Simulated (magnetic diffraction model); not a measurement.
**MnCS3: what an assumed order does to the neutron pattern**

Space group R-3c (no. 167), a = 5.8820 Å, c = 19.2410 Å.

```
site  atom       x       y       z
  6b    Mn     1/3     2/3     1/6
 18e     S  0.9352  0.6018  0.0833
  6a     C     2/3     1/3  0.0833
```

This is a made-up structure (elements placed in a structure type, unrelaxed), so the numbers test the method and describe no known phase.

Only Mn is taken to order (form factors of Mn2+); orders and moment sizes are assumed, and not adapted to the symmetry. Radiation: neutrons of λ = 1.909 Å, 5° to 55°; isotropic B of 0.52 Å² (Mn), 0.76 Å² (S) and 0.88 Å² (C). The intensities are simulated: I ∝ L Σ (|F_N|² + |F_M⊥|²) for unpolarised neutrons, with F_M = 2.695 fm/μB × Σ f(s) S exp(2πi Q·r) exp(−B s²) at Q = H ± k (one set where k and −k are equivalent), only the part normal to Q counting and L = 1/(sin²θ cos θ). For collinear order S is the moment m, which repeats by lattice and centring translations R with the sign exp(−2πi k·R). Form factors are spin-only for 3d ions and dipole or tabulated for f ions, scattering lengths are Sears's of 1992, and absorption is left out. A label names one of the reflections at its angle. The strongest nuclear line in the range is 100, and lines under 0.2 are left out.

Assume the order k = (0 0 0), collinear moments along [101], 4.7 μB on Mn; signs + at (1/3, 2/3, 1/6), + at (0, 0, 0).

Q: Where does magnetic intensity appear, and how strong is it?

```tsv
2θ (°)	index	nuclear	magnetic
24.48	(0 1 2)	100.0	59.9
31.68	(1 0 4)	9.8	19.9
34.63	(0 0 6)	38.5	0.9
37.88	(1 1 0)	0.1	23.0
41.84	(1 1 3)	18.0	0.0
45.62	(2 0 2)	11.4	12.0
50.18	(0 2 4)	0.0	7.3
52.06	(0 1 8)	3.8	2.0
52.26	(1 1 6)	14.5	9.3
```

The strongest magnetic line in the range is (0 1 2) at 24.48° (59.9). On top of the Lorentz factor, which all lines share, magnetic lines fade with angle because f falls: for Mn2+ it is 0.90, 0.66, 0.41 and 0.12 at sin θ/λ = 0.1, 0.2, 0.3 and 0.5 Å⁻¹, while nuclear lengths stay constant. The net moment is 9.40 μB a primitive cell.

[Logs are printed without paths, hosts, clocks, repeated set-up lines and the standing remarks that a program may print on its own settings, such as how far it seeks lower states.]
